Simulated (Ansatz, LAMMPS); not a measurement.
# Structural relaxation of a frame of liquid mixture of trimethyl phosphate and H2O from 300 K (170 atoms), part 3 of 3

Aim: bring a frame of liquid mixture of trimethyl phosphate and H2O from 300 K (170 atoms) to a nearby minimum of the energy and see what moves.

Ansatz 0.2.0; Kohn-Sham DFT, PBE+D4, PAW (set soft_2), plane waves.

The cell: 12 C, 50 O, 4 P and 104 H. The network of contacts between molecules at the start is that of the classical potential that made the cell. The density was typed from a rule of thumb and may lie off the real one at this temperature. The Brillouin zone is sampled at Γ only, in a cell whose shortest periodic width is 12 Å.

So far, density (g/cm³): step 5 (local order after relaxation) 1.09.

## Step 6: Single point at the relaxed geometry

The electronic structure is read at the final geometry, in a run of its own.

Contents of input.yaml:

```yaml
crystal:
  lattice:
    - [12.14551, 0.0, 0.0]
    - [0.0, 12.14551, 0.0]
    - [0.0, 0.0, 12.14551]
  atoms:
    - { symbol: C, position: [0.21861, 0.37107, 0.28706] }
    - { symbol: O, position: [0.10003, 0.36707, 0.30637] }
    - { symbol: P, position: [0.01594, 0.40124, 0.21386] }
    - { symbol: O, position: [0.01663, 0.33343, 0.11119] }
    - { symbol: O, position: [0.89955, 0.3906, 0.27125] }
    - { symbol: C, position: [0.87201, 0.45557, 0.36796] }
    - { symbol: O, position: [0.04086, 0.52841, 0.19422] }
    - { symbol: C, position: [0.98609, 0.58389, 0.10297] }
    - { symbol: H, position: [0.24843, 0.45378, 0.3063] }
    - { symbol: H, position: [0.25602, 0.31053, 0.34249] }
    - { symbol: H, position: [0.23766, 0.35033, 0.20129] }
    - { symbol: H, position: [0.88259, 0.54353, 0.3504] }
    - { symbol: H, position: [0.78559, 0.43758, 0.38608] }
    - { symbol: H, position: [0.92401, 0.43126, 0.43754] }
    - { symbol: H, position: [0.89637, 0.58233, 0.11387] }
    - { symbol: H, position: [0.00859, 0.54438, 0.02504] }
    - { symbol: H, position: [0.01615, 0.66875, 0.10327] }
    - { symbol: C, position: [0.92528, 0.14087, 0.39017] }
    - { symbol: O, position: [0.86053, 0.09162, 0.4777] }
    - { symbol: P, position: [0.79944, 0.97815, 0.45279] }
    - { symbol: O, position: [0.73919, 0.97524, 0.34602] }
    - { symbol: O, position: [0.88816, 0.88257, 0.45815] }
    - { symbol: C, position: [0.96372, 0.87744, 0.55158] }
    - { symbol: O, position: [0.72946, 0.96, 0.56107] }
    - { symbol: C, position: [0.63363, 0.02876, 0.58268] }
    - { symbol: H, position: [0.98004, 0.07948, 0.35242] }
    - { symbol: H, position: [0.87049, 0.17599, 0.32743] }
    - { symbol: H, position: [0.97483, 0.2051, 0.42917] }
    - { symbol: H, position: [0.02177, 0.94642, 0.54859] }
    - { symbol: H, position: [0.9177, 0.8784, 0.62918] }
    - { symbol: H, position: [0.00861, 0.79994, 0.54351] }
    - { symbol: H, position: [0.56011, 0.97763, 0.57228] }
    [... 132 atom lines left out ...]
    - { symbol: O, position: [0.42405, 0.21281, 0.42446] }
    - { symbol: H, position: [0.45946, 0.14937, 0.38794] }
    - { symbol: H, position: [0.47681, 0.27336, 0.41292] }
    - { symbol: O, position: [0.22626, 0.4061, 0.60504] }
    - { symbol: H, position: [0.29528, 0.36594, 0.62337] }
    - { symbol: H, position: [0.24828, 0.45794, 0.54725] }
kpoints:
  mp_grid: { grid: [1, 1, 1] }
hamiltonian:
  xc: pbe
  dispersion: d4
scf:
  occupations: { method: fixed }
output:
  forces: true
  stress: true
  populations: true
  dos:
    method: { smearing: { sigma: 0.1 } }
    de: 0.1
    projected: { site_lists: { C: [C], H: [H], O: [O], P: [P] } }
  eigenvalues: true
  write_density: true
  write_potential: true
  volumetric_format: npy
  elf: true
```

Launch:

```bash
ansatz run input.yaml --threads 4 --pin off --max-ram 8192MiB --backend cpu --events-out ev --progress --plain --runs-dir out
```

Numbers of over 12 decimals in the logs are rounded to 6 here.

What it wrote:

```text
[...]
Crystal: 170 atoms, lattice volume = 1791.626 Å³
Basis set: ecut = 420 eV, 35033 PW (Γ), exchange–correlation on 180×180×180 points (8 copies of the dense FFT grid, shifted against one another)
Bands: 406, of which v1, the nominal top of the filled ones, is band 236 counted from 1 (235 counted from 0)
Symmetry: 1 space group operations
[...]
k-points: 1
[...]
SCF iter   1: F=—  HF=-36087.419476 eV  |F-HF|=—  |Δ(HF+E_count)|=         —  Δρ=3.16e-3  dr2=2.37e-1  ethr=1.77e-3  ⟨swp⟩=5.0  Hψ=1536  notcnv=0  defer=166
[...]
SCF iter  10: F=-36087.297972 eV  HF=-36087.297972 eV  |F-HF|=6.17e-9  |Δ(HF+E_count)|=   6.02e-9  Δρ=9.98e-7  dr2=1.60e-8  ethr=2.12e-11  ⟨swp⟩=27.0  Hψ=4526  notcnv=0
SCF 1 converged in 10 iterations: F = -36087.297972 eV  dr2 = 1.60e-8
[...]
WARN: The input density's exchange-correlation potential varies sharply where the density is thin. Do not read a vacuum level from v_tot or v_xc, or from such a field of the output density. On a cell that repeats whose density bears no net charge and no dipole along the vacuum's axis use v_es (v_loc + v_h of the components); [...]
SCF converged after 10 iterations
Free energy (F): -36087.297972 eV
[...]
Internal energy: -36087.297972 eV  (E = F + TS)
E sigma→0 (E₀):  -36087.297972 eV
Fermi energy:    -2.137236 eV
[...]
--- Forces (eV/Å), atoms counted from 1 ---
  atom   1  C     -0.00800319    -0.02357061     0.03764646
  atom   2  O      0.02734706     0.00711977     0.00195038
  atom   3  P     -0.01800280    -0.01099611     0.00254202
  atom   4  O     -0.00742624    -0.01228848    -0.01065793
  atom   5  O      0.00469738     0.00662869     0.00429613
  atom   6  C      0.00418344    -0.01838427    -0.01337547
  atom   7  O      0.00939201     0.02206129     0.00046360
  atom   8  C     -0.00275846     0.01317738    -0.00323437
  atom   9  H     -0.00053599    -0.00388400    -0.00155218
  atom  10  H     -0.01330503     0.02483139    -0.01533079
  atom  11  H      0.00340134     0.00201582    -0.01738193
  atom  12  H      0.00228166     0.01134773    -0.00071086
  atom  13  H     -0.00730161    -0.00009987     0.00097565
  atom  14  H      0.00410989     0.00182875     0.00459096
[...]
atom 169  H      0.00827543     0.01832136    -0.01648114
  atom 170  H      0.02752678     0.00450807    -0.00571699
  max |Σ_I F_I| component: 5.86e-5 eV/Å
--- Stress (GPa, compression-positive) ---
       -0.330932       0.129355       0.220502
        0.129355      -0.114920       0.000959
        0.220503       0.000959      -0.511220
  P = ⅓ Tr σ = -0.3190 GPa (-3.190 kbar)
--- Band table (eV) ---
[...]
--- Löwdin populations: 170 sites ---
  site symbol       q [e]
     0      C      4.2269
     1      O      6.5312
     2      P      2.8397
[...]
169      H      0.6148
  spilling = 0.013725 (of n_electrons = 472.000000)
```

Elapsed: 28 s, on 4 threads of Intel Xeon Platinum 8259CL at 2.50GHz (Skylake/Cascade Lake), shared host; peak memory 2.5 GiB.

The program notes that the exchange-correlation potential is rough where the density is thin.

Numbers from this run:

```
free energy                                      : -36087.2980 eV
free energy per atom                             : -212.2782 eV/atom
SCF cycles                                       : 10
pressure                                         : -0.319 GPa
r.m.s. force component                           : 0.00952 eV/Å
longest force                                    : 0.06314 eV/Å
Fermi energy                                     : -2.137 eV
gap (highest filled to lowest empty level) : 5.169 eV
spilling of the projection                       : 0.01372
```

Löwdin charges by element and coordination (they lack the spilled electrons, 0.038 e an atom on average):

```csv
element,coordination,atoms,mean charge (e),spread,least,most
C,all,12,-0.229,0.0028,-0.233,-0.223
H,all,104,0.327,0.0857,0.189,0.416
O,all,50,-0.668,0.0796,-0.810,-0.528
O,1,4,-0.806,0.0035,-0.810,-0.801
O,2,46,-0.656,0.0713,-0.722,-0.528
P,all,4,2.16,0.0028,2.15,2.16
```

States in the cell by windows of 1 eV, zero at the Fermi level; the larger projections on atomic orbitals stand beside the total:

```csv
from (eV),to (eV),total,O p,H s,C p
-14,-13,0.0,0.0,0.0,0.0
-13,-12,1.1,0.4,0.2,0.0
-12,-11,13.2,3.6,2.9,0.1
-11,-10,9.7,2.0,2.6,0.1
-10,-9,0.0,0.0,0.0,0.0
-9,-8,2.1,0.6,0.4,0.4
-8,-7,6.1,1.8,1.1,1.2
-7,-6,65.2,41.0,16.0,4.2
-6,-5,36.1,20.6,7.9,5.7
-5,-4,37.4,15.4,7.0,13.0
-4,-3,28.0,19.4,3.2,2.2
-3,-2,49.4,34.0,5.5,4.6
-2,-1,42.8,32.7,4.0,3.6
-1,0,79.8,75.8,1.6,1.2
0,1,1.0,1.0,0.0,0.0
1,4,0.0,0.0,0.0,0.0
4,5,0.1,0.0,0.0,0.0
```

With fixed occupations the program's Fermi level is the highest filled level; weight inside the gap is the broadening of levels at its edges.

Between -22 and -14 eV lie 100 more states.

The levels nearest the highest filled one (over half full), pooled over k-points and spins:

```csv
level less the highest filled one (eV),occupation
-0.237,2
-0.208,2
-0.192,2
-0.0861,2
-0.0242,2
0,2
5.17,0
5.92,0
5.97,0
6.00,0
6.13,0
6.28,0
```

Electrostatic potential energy in the bc plane at fractional x = 0.109, with atoms of O and P and C and H within 0.2 Å of it. With pseudopotentials it is smooth inside the atoms' cores, unlike the true potential.

Ten even steps from '0' (-40 eV) to '9' (5 eV), each cell a mean:
```
9999999997258999999999988898789999
9999999985369999999999986899997789
9999999712689999999998788999983068
9988999866999999999962489999996003
8877868999999999999985699999996001
9988878999999999999999999999999757
9999987899999999999999999999999999
9999998999999999999998689999999999
9999997447999999999995158999999999
9999982002799999999998778999999999
9999874226899999999999999999999999
9999999999999999999999999999999999
9999999999999999999999999999999999
9999999999999999999999999999999999
9999999999999999999999999888999999
9999999999952389999999998535899999
9999999999820059999999986000689999
9999999999963378999999856423789999
9999999999988778999999988888877788
8999988999998888999999999998741137
8999989999999999999999999998610005
8999999999999999999999999998520016
9999999999889999999999999982004678
9999999997248999999999999982016999
```
Columns run along b (12.1 Å; values clipped at the 3rd and 97th percentile), rows up along c (12.1 Å). Atoms in or near the plane, at fractional coordinates: O at (0.37, 0.31), P at (0.91, 0.13), O at (0.83, 0.03), C at (0.77, 0.30), O at (0.94, 0.82), H at (0.91, 0.89), H at (0.65, 0.64), H at (0.25, 0.88), H at (0.31, 0.00), O at (0.23, 0.59), H at (0.63, 0.83).

ELF in the bc plane at fractional x = 0.109, with atoms of O and P and C and H within 0.2 Å of it. It is the smooth field of the valence electrons, not physical close to the nuclei.

Ten even steps from '0' (0.00) to '9' (0.99), each cell a mean:
```
0000000247886200000001243136774100
1000000367777510000124578401213542
4100121489777510000156665410049986
7324565345444200000169863200158768
7247778520000000011125532000257658
4124567520000000024431000000157777
1001356310000000013442000000013332
0000013443100000001112552110000000
0000147886310010000017986420000000
0100277558720110000015777630000000
1210378777620000000001467520000000
1220145665200000000000133100000000
0100001111000000000000000000000000
0000000000001110000000001455200000
0000000000356653000000003788510000
0000000003788885100000234567510000
0000000015885685100002788524421000
0000000002577762014301899844443200
0001465100123421367720388522354211
1003898300011112578730011001353233
2002797201333211355300000012430023
3200252001344310000000100156774224
2210000001111000000000000478567532
0000000026873000000000000378677510
```
Columns run along b (12.1 Å), rows up along c (12.1 Å). Atoms in or near the plane, at fractional coordinates: O at (0.37, 0.31), P at (0.91, 0.13), O at (0.83, 0.03), C at (0.77, 0.30), O at (0.94, 0.82), H at (0.91, 0.89), H at (0.65, 0.64), H at (0.25, 0.88), H at (0.31, 0.00), O at (0.23, 0.59), H at (0.63, 0.83).

Mean Löwdin charges: C -0.23, H +0.33, O -0.67, P +2.16 e (they miss 1.4 % of the electrons, so they add up to more than the cell's charge). The largest share in the top eV of filled states is O p (96 % of the projected weight), and in the lowest eV of empty states H s (43 % of the projected weight).

A closer look about P54, one of the 4 P atoms: 12 atoms, nearest first, numbered in the order of the input, with positions taken from that point.

```csv
atom,x,y,z,distance (Å),bonds,Löwdin charge (e)
P54,0.00,0.00,0.00,0.00,4,2.15
O55,-0.20,-0.89,-1.18,1.49,1,-0.81
O56,0.98,1.18,-0.37,1.58,2,-0.53
O53,-1.34,0.59,0.62,1.59,2,-0.54
O58,0.68,-0.64,1.29,1.59,2,-0.54
C57,1.16,2.32,0.53,2.64,4,-0.23
C52,-2.45,0.99,-0.23,2.65,4,-0.23
C59,-0.01,-1.65,2.09,2.66,4,-0.23
H68,-1.08,-1.41,2.16,2.80,1,0.20
H62,-2.60,0.24,-1.02,2.80,1,0.20
H63,1.20,1.99,1.57,2.81,1,0.19
H103,-0.15,0.02,-2.92,2.92,1,0.39
```

The column of bonds counts only the pairs H-O within 1.21 Å, H-C within 1.34 Å, O-C within 1.73 Å, O-P within 1.98 Å; other neighbours, such as metal atoms beside each other in a compound, aren't counted, and periodic images can show an atom twice.

## Step 7: Outcome

| Quantity | Value |
| --- | --- |
| energy change in the relaxation | -47.58 meV/atom |
| r.m.s. displacement | 0.74 Å |
| largest displacement | 1.912 Å |
| free energy per atom | -212.2782 eV/atom |
| pressure | -0.319 GPa |
| r.m.s. force component | 0.00952 eV/Å |
| gap (highest filled to lowest empty level) | 5.169 eV |
| wall time of the 3 DFT runs | 8.2 min |

**Reading.** Relaxation lowers the energy by 47.6 meV/atom and moves atoms by 0.74 Å r.m.s.; the r.m.s. force component goes from 0.66 to 0.0095 eV/Å, the pressure goes from -1.2 to -0.32 GPa, and the gap from 4.84 to 5.17 eV. By the final cutoffs no bond was broken or made. From the first step to the last the energy fell by 8.088 eV, and the largest move was 1.91 Å (H27). The O-C bonds change most in mean length: from 1.422 Å (spread 0.025) to 1.456 Å (spread 0.004). With the cutoffs above, all C atoms have 4, all H atoms have 1, 92 % of O atoms have 2 and all P atoms have 4 bonded neighbours. The 34 water molecules hold 3.35 hydrogen bonds each to other water on average, with a mean O–O distance of 2.78 Å. Filled and empty levels are parted by 5.17 eV (at Γ alone); a semilocal functional tends to put such gaps too low. In a disordered cell it changes from sample to sample and from frame to frame.

**Limits.** The network of contacts between molecules at the start is that of the classical potential that made the cell; in DFT atoms moved by 0.74 Å r.m.s.

[Logs are printed without paths, hosts, clocks, repeated set-up lines and the standing remarks that a program may print on its own settings, such as how far it seeks lower states.]

[Hosts, paths, dates, database ids (printed as entryN), source tags and the programs' standing remarks are cut or masked in the printed files.]
